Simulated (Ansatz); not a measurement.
# NbSi2: which shell does photoemission see at 21.2 and 5950 eV? (PBE)

The valence band of NbSi2 mixes several shells. Work out by hand which one leads the spectrum's area at each photon energy.

Filled states come from the projected DOS of Ansatz 0.2.0 (PBE, plane waves); cross sections σ and asymmetry parameters β are those of free atoms in a Dirac–Hartree–Slater calculation. A shell's area is states × σ × angular factor, which is 1 + β·P₂(cos θ) for linear light, with θ = 10° from the polarisation and P₂ = 0.955.

**At 21.2 eV** (states counted from 11.2 eV below the zero; other shells add 4.1 to the products' sum of 107):

| shell | filled states a cell | cross section (Mb an electron) | β | angular factor | product | share by hand (%) | share in the simulated spectrum (%) |
| --- | --- | --- | --- | --- | --- | --- | --- |
| Nb 5s | 1.20 | 0.024 | 1.87 | 2.78 | 0.0803 | 0 | 0 |
| Nb 4d | 13.98 | 5.05 | 0.44 | 1.42 | 100 | 94 | 94 |
| Si 3s | 6.58 | 0.129 | 2.00 | 2.91 | 2.47 | 2 | 2 |

**At 5950 eV** (states counted from 14.2 eV below the zero; other shells add 2.2e-05 to the products' sum of 0.000562):

| shell | filled states a cell | cross section (Mb an electron) | β | angular factor | product | share by hand (%) | share in the simulated spectrum (%) |
| --- | --- | --- | --- | --- | --- | --- | --- |
| Nb 5s | 1.55 | 1.33e-05 | 2.00 | 2.91 | 6e-05 | 11 | 11 |
| Nb 4d | 14.00 | 5.86e-06 | 0.73 | 1.69 | 0.000139 | 25 | 25 |
| Si 3s | 7.16 | 1.64e-05 | 2.00 | 2.91 | 0.000341 | 61 | 61 |

Nb 4d leads at 21.2 eV and Si 3s at 5950 eV. Between the two energies σ of Nb 4d changes by a factor 1.2e-6 and that of Si 3s by 1.3e-4, so their ratio moves 109-fold in favour of the second. The simulated spectrum uses the same rule on the energy-resolved DOS, so the two share columns agree within a few points.

Only crystals where the two columns agree within 4 points and the lead is clear are worked in this form. Free-atom cross sections ignore the solid's final states, no escape depth or background enters, and the count of states a shell hangs on the projection.
